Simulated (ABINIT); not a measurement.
**Quasiparticle gap of CsSnI3 (Pm-3m) in ABINIT**

Wanted: ground state, empty states, screening and self-energy for CsSnI3 (Pm-3m).

Calculated with ABINIT 10.8.3; PBE and many-body steps on it, plane waves.

## 1. Starting point

Symmetry: Pm-3m, No. 221, cubic system. The conventional cell has a = 6.286 Å, b = 6.286 Å, c = 6.286 Å, α = 90.00°, β = 90.00°, γ = 90.00°. Cs has 12 I at 4.45 Å nearest. Nearest to Sn lie 6 I at 3.14 Å. Nearest to I lie 2 Sn at 3.14 Å and 4 Cs at 4.45 Å. Farther neighbours and most contacts between anions are not listed.

The cell and positions are those that the Materials Project relaxed with its own functionals (PBE, PBE+U or r2SCAN), kept fixed. Spin-orbit coupling is left out unless a step names it.

## 2. Ground state

This step: ABINIT 10.8.3; DFT, PBE, plane waves, norm-conserving pseudopotentials.

The ground-state density comes first.

Contents of run.abi:

```
acell 3*1.0 Angstrom
rprim 
  6.286228000000 0.000000000000 0.000000000000
  0.000000000000 6.286228000000 0.000000000000
  0.000000000000 0.000000000000 6.286228000000
ntypat 3
znucl 55 50 53
natom 5
typat 1 2 3 3 3
xred 
  0.500000000000 0.500000000000 0.500000000000
  0.000000000000 0.000000000000 0.000000000000
  0.500000000000 0.000000000000 0.000000000000
  0.000000000000 0.000000000000 0.500000000000
  0.000000000000 0.500000000000 0.000000000000
pp_dirpath "pseudos"
pseudos "Cs.upf, Sn.upf, I.upf"
ecut 38
ngkpt 4 4 4
nshiftk 1
shiftk 0 0 0
kptopt 1
chksymbreak 0
nband 59
occopt 1
tolvrs 1e-08
nstep 60
prtwf 0
optforces 0
optstress 0
indata_prefix "in"
outdata_prefix "out"
tmpdata_prefix "tmp"
```

The run is started by

```sh
$ OMP_NUM_THREADS=1 mpirun -n 8 abinit run.abi > log
```

Numbers of over 12 decimals in the logs are rounded to 6 here.

What it wrote:

```text
.Version 10.8.3 of ABINIT. v10.8.2 released Aug 2026.

 Symmetries : space group Pm -3 m (#221); Bravais cP (primitive cubic)
================================================================================
 Values of the parameters that define the memory need of the present run
     intxc =       0    ionmov =       0      iscf =       7    lmnmax =       8
     lnmax =       8     mgfft =      72  mpssoang =       4    mqgrid =    3297
     natom =       5  nloc_mem =       1    nspden =       1   nspinor =       1
    nsppol =       1      nsym =      48    n1xccc =    2501    ntypat =       3
    occopt =       1   xclevel =       2
-    mband =          59        mffmem =           1         mkmem =           2
       mpw =       18821          nfft =      373248          nkpt =          10
================================================================================
  Rough estimation (10% accuracy) of disk space for files :
================================================================================

--------------------------------------------------------------------------------
------------- Echo of variables that govern the present computation ------------
--------------------------------------------------------------------------------
 -outvars: echo values of preprocessed input variables --------
            acell      1.8897261259E+00  1.8897261259E+00  1.8897261259E+00 Bohr

      chksymbreak           0
             ecut      3.80000000E+01 Hartree
-          fftalg         312

              ixc     -101130
              kpt      0.00000000E+00  0.00000000E+00  0.00000000E+00
                       2.50000000E-01  0.00000000E+00  0.00000000E+00
                       5.00000000E-01  0.00000000E+00  0.00000000E+00
                       2.50000000E-01  2.50000000E-01  0.00000000E+00
                       5.00000000E-01  2.50000000E-01  0.00000000E+00
                       5.00000000E-01  5.00000000E-01  0.00000000E+00
                       2.50000000E-01  2.50000000E-01  2.50000000E-01
                       5.00000000E-01  2.50000000E-01  2.50000000E-01
                       5.00000000E-01  5.00000000E-01  2.50000000E-01
                       5.00000000E-01  5.00000000E-01  5.00000000E-01
         kptrlatt        4    0    0      0    4    0      0    0    4
          kptrlen      4.75169971E+01
P           mkmem           2
            natom           5
            nband          59
            ngfft          72      72      72
             nkpt          10
            nstep          60
             nsym          48
           ntypat           3
              occ      2.000000  2.000000  2.000000  2.000000  2.000000  2.000000
                       2.000000  2.000000  2.000000  2.000000  2.000000  2.000000
                       2.000000  2.000000  2.000000  2.000000  2.000000  2.000000
                       2.000000  2.000000  2.000000  2.000000  2.000000  2.000000
                       2.000000  2.000000  2.000000  2.000000  2.000000  2.000000
                       2.000000  2.000000  2.000000  2.000000  2.000000  2.000000
                       2.000000  2.000000  2.000000  2.000000  2.000000  2.000000
                       2.000000  2.000000  2.000000  2.000000  2.000000  2.000000
                       2.000000  2.000000  2.000000  2.000000  2.000000  0.000000
                       0.000000  0.000000  0.000000  0.000000  0.000000
        optforces           0
        optstress           0
            prtwf           0
            rprim      6.2862280000E+00  0.0000000000E+00  0.0000000000E+00
                       0.0000000000E+00  6.2862280000E+00  0.0000000000E+00
[...]
spgroup         221

           tolvrs      1.00000000E-08

             xred      5.0000000000E-01  5.0000000000E-01  5.0000000000E-01
[...]
znucl       55.00000   50.00000   53.00000

================================================================================

 chkinp: Checking input parameters for consistency.

================================================================================
== DATASET  1 ==================================================================
-   mpi_nproc: 8, omp_nthreads: 1 (-1 if OMP is not activated)
-    --> not optimal distribution: autoparal keyword recommended in input file <--

--- !DatasetInfo
iteration_state: {dtset: 1, }
dimensions: {natom: 5, nkpt: 10, mband: 59, nsppol: 1, nspinor: 1, nspden: 1, mpw: 18821, }
cutoff_energies: {ecut:  38.0, pawecutdg:  -1.0, }
electrons: {nelect:   1.06000000E+02, charge:   0.00000000E+00, occopt:   1.00000000E+00, tsmear:   1.00000000E-02, }

 Real(R)+Recip(G) space primitive vectors, cartesian coordinates (Bohr,Bohr^-1):
 R(1)= 11.8792493  0.0000000  0.0000000  G(1)=  0.0841804  0.0000000  0.0000000
 R(2)=  0.0000000 11.8792493  0.0000000  G(2)=  0.0000000  0.0841804  0.0000000
 R(3)=  0.0000000  0.0000000 11.8792493  G(3)=  0.0000000  0.0000000  0.0841804
 Unit cell volume ucvol=  1.6763588E+03 bohr^3
 Angles (23,13,12)=  9.00000000E+01  9.00000000E+01  9.00000000E+01 degrees

 getcut: wavevector=  0.0000  0.0000  0.0000  ngfft=  72  72  72
         ecut(hartree)=     38.000   => boxcut(ratio)=   2.18417

--- Pseudopotential description ------------------------------------------------
- Cs Generated using ONCVPSP code by D. R. Hamann
[...]
- 50.00000  22.00000  171031                  znucl, zion, pspdat
12 -101130 2 -1 1628                          pspcod,pspxc,lmax,lloc,mmax
     nproj     2     2     2     0
  pspatm : epsatm=   27.31087254
         --- l  ekb(1:nproj) -->
[...]
pspatm: atomic psp has been read  and splines computed

- I Generated using ONCVPSP code by D. R. Hamann
- 53.00000  25.00000  220131                  znucl, zion, pspdat
12 -101130 3 -1 1188                          pspcod,pspxc,lmax,lloc,mmax
     nproj     2     2     2     2
  pspatm : epsatm=   25.72445091
         --- l  ekb(1:nproj) -->
[...]
pspatm: atomic psp has been read  and splines computed

   1.34938913E+04                                ecore*ucvol(ha*bohr**3)
--------------------------------------------------------------------------------

_setup2: Arith. and geom. avg. npw (full set) are   18763.109   18763.076

================================================================================

--- !BeginCycle
iteration_state: {dtset: 1, }
solver: {iscf: 7, nstep: 60, nline: 4, wfoptalg: 0, }
tolerances: {tolvrs: 1.00E-08, }

     iter   Etot(hartree)      deltaE(h)  residm     vres2
 ETOT  1  -1177.8843633085    -1.178E+03 1.248E+00 2.079E+03
 ETOT  2  -1182.9492740837    -5.065E+00 8.004E-03 1.104E+03
 ETOT  3  -1183.0918070105    -1.425E-01 4.372E-03 2.903E+02
 ETOT  4  -1183.1048044187    -1.300E-02 2.450E-03 1.069E+02
 ETOT  5  -1183.1109860572    -6.182E-03 1.451E-03 2.632E+01
 ETOT  6  -1183.1119157257    -9.297E-04 5.970E-04 3.293E+00
 ETOT  7  -1183.1119828778    -6.715E-05 7.539E-04 3.674E-01
 ETOT  8  -1183.1119940682    -1.119E-05 1.225E-03 7.086E-02
 ETOT  9  -1183.1119972650    -3.197E-06 4.952E-04 5.013E-03
 ETOT 10  -1183.1119974858    -2.208E-07 3.494E-04 1.158E-04
 ETOT 11  -1183.1119974912    -5.428E-09 9.698E-05 4.846E-06
 ETOT 12  -1183.1119974919    -6.310E-10 5.398E-05 8.649E-07
 ETOT 13  -1183.1119974918     8.072E-11 1.771E-05 3.790E-08
 ETOT 14  -1183.1119974921    -3.456E-10 9.806E-06 8.406E-10

 At SCF step   14       vres2   =  8.41E-10 < tolvrs=  1.00E-08 =>converged.

--- !ResultsGS
iteration_state: {dtset: 1, }
comment   : Summary of ground state results
lattice_vectors:
- [ 11.8792493,   0.0000000,   0.0000000, ]
- [  0.0000000,  11.8792493,   0.0000000, ]
- [  0.0000000,   0.0000000,  11.8792493, ]
lattice_lengths: [  11.87925,   11.87925,   11.87925, ]
lattice_angles: [ 90.000,  90.000,  90.000, ] # degrees, (23, 13, 12)
lattice_volume:   1.6763588E+03
convergence: {deltae: -3.456E-10, res2:  8.406E-10, residm:  9.806E-06, diffor:  0.000E+00, }
etotal    :  -1.18311200E+03
entropy   :   0.00000000E+00
fermie    :   1.28351255E-01
cartesian_stress_tensor: null
pressure_GPa: null
xred      :
- [  5.0000E-01,   5.0000E-01,   5.0000E-01, Cs]
- [  0.0000E+00,   0.0000E+00,   0.0000E+00, Sn]
- [  5.0000E-01,   0.0000E+00,   0.0000E+00,  I]
- [  0.0000E+00,   0.0000E+00,   5.0000E-01,  I]
- [  0.0000E+00,   5.0000E-01,   0.0000E+00,  I]
cartesian_forces: null
force_length_stats: {min: null, max: null, mean: null, }

 Integrated electronic density in atomic spheres:
 ------------------------------------------------
 Atom  Sphere_radius  Integrated_density
[...]
================================================================================

 ----iterations are completed or convergence reached----

 Mean square residual over all n,k,spin=   48.293E-09; max=  98.059E-07
 reduced coordinates (array xred) for    5 atoms
[...]
0.000000000000      0.000000000000      0.000000000000
       0.500000000000      0.000000000000      0.000000000000
       0.000000000000      0.000000000000      0.500000000000
       0.000000000000      0.500000000000      0.000000000000
 rms dE/dt=  0.0000E+00; max dE/dt=  0.0000E+00; dE/dt below (all hartree)
    1       0.000000000000      0.000000000000      0.000000000000
    2       0.000000000000      0.000000000000      0.000000000000
    3       0.000000000000      0.000000000000      0.000000000000
    4       0.000000000000      0.000000000000      0.000000000000
    5       0.000000000000      0.000000000000      0.000000000000

 cartesian coordinates (angstrom) at end:
    1      3.143114     3.143114     3.143114
    2      0.000000     0.000000     0.000000
    3      3.143114     0.000000     0.000000
    4      0.000000     0.000000     3.143114
    5      0.000000     3.143114     0.000000
 length scales=  1.889726125908  1.889726125908  1.889726125908 bohr
              =  1.000000000000  1.000000000000  1.000000000000 angstroms
 prteigrs : about to open file out_EIG
 Fermi (or HOMO) energy (hartree) =   0.12835   Average Vxc (hartree)=  -0.28240
 Eigenvalues (hartree) for nkpt=  10  k points:
 kpt#   1, nband= 59, wtk=  0.01563, kpt=  0.0000  0.0000  0.0000 (reduced coord)
  -6.32304   -6.32304   -6.32304   -4.65407   -4.37268   -4.37268   -4.37268   -4.36883
  -4.36883   -4.36883   -4.36883   -4.36883   -4.36883   -3.02849   -3.02849   -3.02849
  -1.52069   -1.52037   -1.52037   -1.51937   -1.51937   -1.51937   -1.51925   -1.51925
  -1.51925   -1.51613   -1.51592   -1.51592   -1.51592   -1.51570   -1.51570   -0.68580
  -0.68136   -0.68136   -0.68086   -0.68086   -0.68086   -0.34801   -0.32445   -0.32445
  -0.19994   -0.19994   -0.19994   -0.09714   -0.03219   -0.03219   -0.03219    0.05156
   0.05156    0.05156    0.05667    0.05667    0.05667    0.21530    0.25231    0.25231
   0.26490    0.26490    0.26490
 prteigrs : prtvol=0 or 1, do not print more k-points.

--- !EnergyTerms
iteration_state     : {dtset: 1, }
comment             : Components of total free energy in Hartree
kinetic             :  3.97871113732236E+02
hartree             :  5.18300785368549E+02
xc                  : -1.52819764372538E+02
Ewald energy        : -4.43126019946556E+02
psp_core            :  8.04952433837377E+00
local_psp           : -1.48947106899405E+03
non_local_psp       : -2.19165676181533E+01
total_energy        : -1.18311199749213E+03
total_energy_eV     : -3.21941175360126E+04
band_energy         : -2.00633298410065E+02

== END DATASET(S) ==============================================================
================================================================================

 -outvars: echo values of variables after computation  --------
           etotal     -1.1831119975E+03
            nband          59
             nkpt          10
          spgroup         221
 [... the other variables as echoed above ...]

 Calculation completed.
```

It took 5.1 min on 8 MPI ranks of Arm Neoverse N1, shared host; peak memory 1.6 GiB; 41 min of CPU time.

Numbers from this step:

```yaml
total_energy: -32194.1175 eV
gap: 0.4814 eV
k_of_the_valence_top: 0.5, 0.5, 0.5
k_of_the_conduction_bottom: 0.5, 0.5, 0.5
least_direct_gap: 0.4814 eV
```

The gap is direct, at (0.500, 0.500, 0.500).

## 3. Bands along the symmetry lines

Levels along a band path, at the cheap level, show where the edges lie and whether the meshes to come will hold them.

run.abi: that of step 2 with these lines changed.

```diff
@@ -18,14 +18,34 @@
 ecut 38
-ngkpt 4 4 4
-nshiftk 1
-shiftk 0 0 0
-kptopt 1
-chksymbreak 0
-nband 59
-occopt 1
-tolvrs 1e-08
-nstep 60
+iscf -2
+irdden 1
+kptopt 0
+nkpt 20
+kpt 
+  0.00000000 0.00000000 0.00000000
+  0.00000000 0.16666667 0.00000000
+  0.00000000 0.33333333 0.00000000
+  0.00000000 0.50000000 0.00000000
+  0.16666667 0.50000000 0.00000000
+  0.33333333 0.50000000 0.00000000
+  0.50000000 0.50000000 0.00000000
+  0.33333333 0.33333333 0.00000000
+  0.16666667 0.16666667 0.00000000
+  0.00000000 0.00000000 0.00000000
+  0.16666667 0.16666667 0.16666667
+  0.33333333 0.33333333 0.33333333
+  0.50000000 0.50000000 0.50000000
+  0.33333333 0.50000000 0.33333333
+  0.16666667 0.50000000 0.16666667
+  0.00000000 0.50000000 0.00000000
+  0.50000000 0.50000000 0.50000000
+  0.50000000 0.50000000 0.33333333
+  0.50000000 0.50000000 0.16666667
+  0.50000000 0.50000000 0.00000000
+istwfk *1
+nband 60
+nbdbuf 2
+tolwfr 1e-08
+nstep 40
 prtwf 0
-optforces 0
-optstress 0
+prtvol 0
 indata_prefix "in"
```

What it wrote:

```text
.Version 10.8.3 of ABINIT. v10.8.2 released Aug 2026.

 Symmetries : space group Pm -3 m (#221); Bravais cP (primitive cubic)
[... echo of the input left out ...]
== DATASET  1 ==================================================================
-   mpi_nproc: 8, omp_nthreads: 1 (-1 if OMP is not activated)

--- !DatasetInfo
iteration_state: {dtset: 1, }
dimensions: {natom: 5, nkpt: 20, mband: 60, nsppol: 1, nspinor: 1, nspden: 1, mpw: 18805, }
cutoff_energies: {ecut:  38.0, pawecutdg:  -1.0, }
electrons: {nelect:   1.06000000E+02, charge:   0.00000000E+00, occopt:   1.00000000E+00, tsmear:   1.00000000E-02, }

 Real(R)+Recip(G) space primitive vectors, cartesian coordinates (Bohr,Bohr^-1):
 R(1)= 11.8792493  0.0000000  0.0000000  G(1)=  0.0841804  0.0000000  0.0000000
 R(2)=  0.0000000 11.8792493  0.0000000  G(2)=  0.0000000  0.0841804  0.0000000
 R(3)=  0.0000000  0.0000000 11.8792493  G(3)=  0.0000000  0.0000000  0.0841804
 Unit cell volume ucvol=  1.6763588E+03 bohr^3
 Angles (23,13,12)=  9.00000000E+01  9.00000000E+01  9.00000000E+01 degrees

 getcut: wavevector=  0.0000  0.0000  0.0000  ngfft=  72  72  72
         ecut(hartree)=     38.000   => boxcut(ratio)=   2.18417

--- Pseudopotential description ------------------------------------------------
- Cs Generated using ONCVPSP code by D. R. Hamann
- 55.00000   9.00000  171031                  znucl, zion, pspdat
12 -101130 3 -1 2414                          pspcod,pspxc,lmax,lloc,mmax
     nproj     2     2     2     2
  pspatm : epsatm=   22.81663564
         --- l  ekb(1:nproj) -->
             0    6.176104    0.756334
             1    6.263084    0.786397
             2    3.737592    0.906929
[...]
pspatm: atomic psp has been read  and splines computed

- Sn Generated using ONCVPSP code by D. R. Hamann
- 50.00000  22.00000  171031                  znucl, zion, pspdat
12 -101130 2 -1 1628                          pspcod,pspxc,lmax,lloc,mmax
     nproj     2     2     2     0
  pspatm : epsatm=   27.31087254
         --- l  ekb(1:nproj) -->
[...]
pspatm: atomic psp has been read  and splines computed

- I Generated using ONCVPSP code by D. R. Hamann
- 53.00000  25.00000  220131                  znucl, zion, pspdat
12 -101130 3 -1 1188                          pspcod,pspxc,lmax,lloc,mmax
     nproj     2     2     2     2
  pspatm : epsatm=   25.72445091
         --- l  ekb(1:nproj) -->
[...]
pspatm: atomic psp has been read  and splines computed

--------------------------------------------------------------------------------

================================================================================
 prteigrs : about to open file out_EIG
 Non-SCF case, kpt    1 (  0.00000  0.00000  0.00000), residuals and eigenvalues=
  2.90E-09  5.18E-09  9.62E-09  4.82E-09  2.85E-09  3.95E-09  6.66E-09  1.71E-09
[...]
6.15E-09  5.68E-09  1.63E-07  9.42E-06
[...]
Non-SCF case, kpt   19 (  0.50000  0.50000  0.16667), residuals and eigenvalues=
[...]
Non-SCF case, kpt   20 (  0.50000  0.50000  0.00000), residuals and eigenvalues=
[...]
4.1122E-02  4.1122E-02  4.3668E-02  7.1393E-02  1.0215E-01  1.6162E-01
  1.6162E-01  2.7501E-01  2.8913E-01  2.9485E-01  3.1203E-01  3.2426E-01

--- !ResultsGS
iteration_state: {dtset: 1, }
comment   : Summary of ground state results
lattice_vectors:
- [ 11.8792493,   0.0000000,   0.0000000, ]
- [  0.0000000,  11.8792493,   0.0000000, ]
- [  0.0000000,   0.0000000,  11.8792493, ]
lattice_lengths: [  11.87925,   11.87925,   11.87925, ]
lattice_angles: [ 90.000,  90.000,  90.000, ] # degrees, (23, 13, 12)
lattice_volume:   1.6763588E+03
convergence: {deltae:  0.000E+00, res2:  0.000E+00, residm:  9.995E-09, diffor:  0.000E+00, }
etotal    :  -1.18311200E+03
entropy   :   0.00000000E+00
fermie    :   1.28351255E-01
cartesian_stress_tensor: null
pressure_GPa: null
xred      :
- [  5.0000E-01,   5.0000E-01,   5.0000E-01, Cs]
- [  0.0000E+00,   0.0000E+00,   0.0000E+00, Sn]
- [  5.0000E-01,   0.0000E+00,   0.0000E+00,  I]
- [  0.0000E+00,   0.0000E+00,   5.0000E-01,  I]
- [  0.0000E+00,   5.0000E-01,   0.0000E+00,  I]
cartesian_forces: null
force_length_stats: {min: null, max: null, mean: null, }

 Integrated electronic density in atomic spheres:
 ------------------------------------------------
 Atom  Sphere_radius  Integrated_density
[...]
================================================================================

 ----iterations are completed or convergence reached----

 Mean square residual over all n,k,spin=   59.236E-10; max=  99.953E-10
 reduced coordinates (array xred) for    5 atoms
[...]
0.000000000000      0.000000000000      0.500000000000
       0.000000000000      0.500000000000      0.000000000000

 cartesian coordinates (angstrom) at end:
[...]
length scales=  1.889726125908  1.889726125908  1.889726125908 bohr
              =  1.000000000000  1.000000000000  1.000000000000 angstroms
 prteigrs : about to open file out_EIG
 Eigenvalues (hartree) for nkpt=  20  k points:
 kpt#   1, nband= 60, wtk=  1.00000, kpt=  0.0000  0.0000  0.0000 (reduced coord)
[...]
kpt#   2, nband= 60, wtk=  1.00000, kpt=  0.0000  0.1667  0.0000 (reduced coord)
[...]
kpt#   3, nband= 60, wtk=  1.00000, kpt=  0.0000  0.3333  0.0000 (reduced coord)
[...]
kpt#  19, nband= 60, wtk=  1.00000, kpt=  0.5000  0.5000  0.1667 (reduced coord)
[...]
0.27368    0.29572    0.30110    0.30110
 kpt#  20, nband= 60, wtk=  1.00000, kpt=  0.5000  0.5000  0.0000 (reduced coord)
[...]
-0.19991   -0.19991   -0.19959   -0.15021   -0.02267    0.01334    0.03828    0.03828
   0.04112    0.04112    0.04367    0.07139    0.10215    0.16162    0.16162    0.27501
   0.28913    0.29485    0.31203    0.32426

== END DATASET(S) ==============================================================
================================================================================

 -outvars: echo values of variables after computation  --------
            nband          60
             nkpt          20
          spgroup         221
 [... the other variables as echoed above ...]

 Calculation completed.
```

The job ended after 4.1 min (8 MPI ranks; peak memory 1.2 GiB; 33 min of CPU time).

This step gave:

| Quantity | Value |
| --- | --- |
| gap | 0.4814 eV |
| k of the valence top | 0.5, 0.5, 0.5 |
| k of the conduction bottom | 0.5, 0.5, 0.5 |
| least direct gap | 0.4814 eV |

The gap is 0.481 eV, as in the run before at this level.

Electronic bands along the path, in eV, zero at the top of the highest filled band:

```tsv
point	band 50	band 51	band 52	band 53	band 54	band 55	band 56	band 57
Γ	-2.09	-1.95	-1.95	-1.95	2.37	3.37	3.37	3.72
X	-2.23	-2.06	-2.06	-1.44	1.22	3.84	4.10	4.30
M	-2.37	-2.30	-1.55	-0.71	0.91	0.91	3.99	4.38
Γ	-2.09	-1.95	-1.95	-1.95	2.37	3.37	3.37	3.72
R	-1.54	-1.54	-1.54	0.00	0.48	0.48	0.48	3.22
X	-2.23	-2.06	-2.06	-1.44	1.22	3.84	4.10	4.30
jump to R	-1.54	-1.54	-1.54	0.00	0.48	0.48	0.48	3.22
M	-2.37	-2.30	-1.55	-0.71	0.91	0.91	3.99	4.38
```

[end of part 1 of 2]

[Paths, hosts, dates, memory and timing lines, banners, echoed tables and standing remarks are left out of the program output.]

[Logs are printed without paths, hosts, clocks, repeated set-up lines and the standing remarks that a program may print on its own settings, such as how far it seeks lower states.]

[Runs of the session that timed out or met a known fault of the program may be left out.]

[Hosts, paths, dates, database ids (printed as entryN), source tags and the programs' standing remarks are cut or masked in the printed files.]

[G0W0 gaps are taken among the corrected bands and points alone; a level outside them can change the order at an edge.]

[Where Ansatz stands beside ABINIT at settings called matched, ABINIT's density can come from a denser mesh and the files from another edition; pairs whose starting gaps differed by over 0.03 eV were left out, so agreement reads better than it is.]
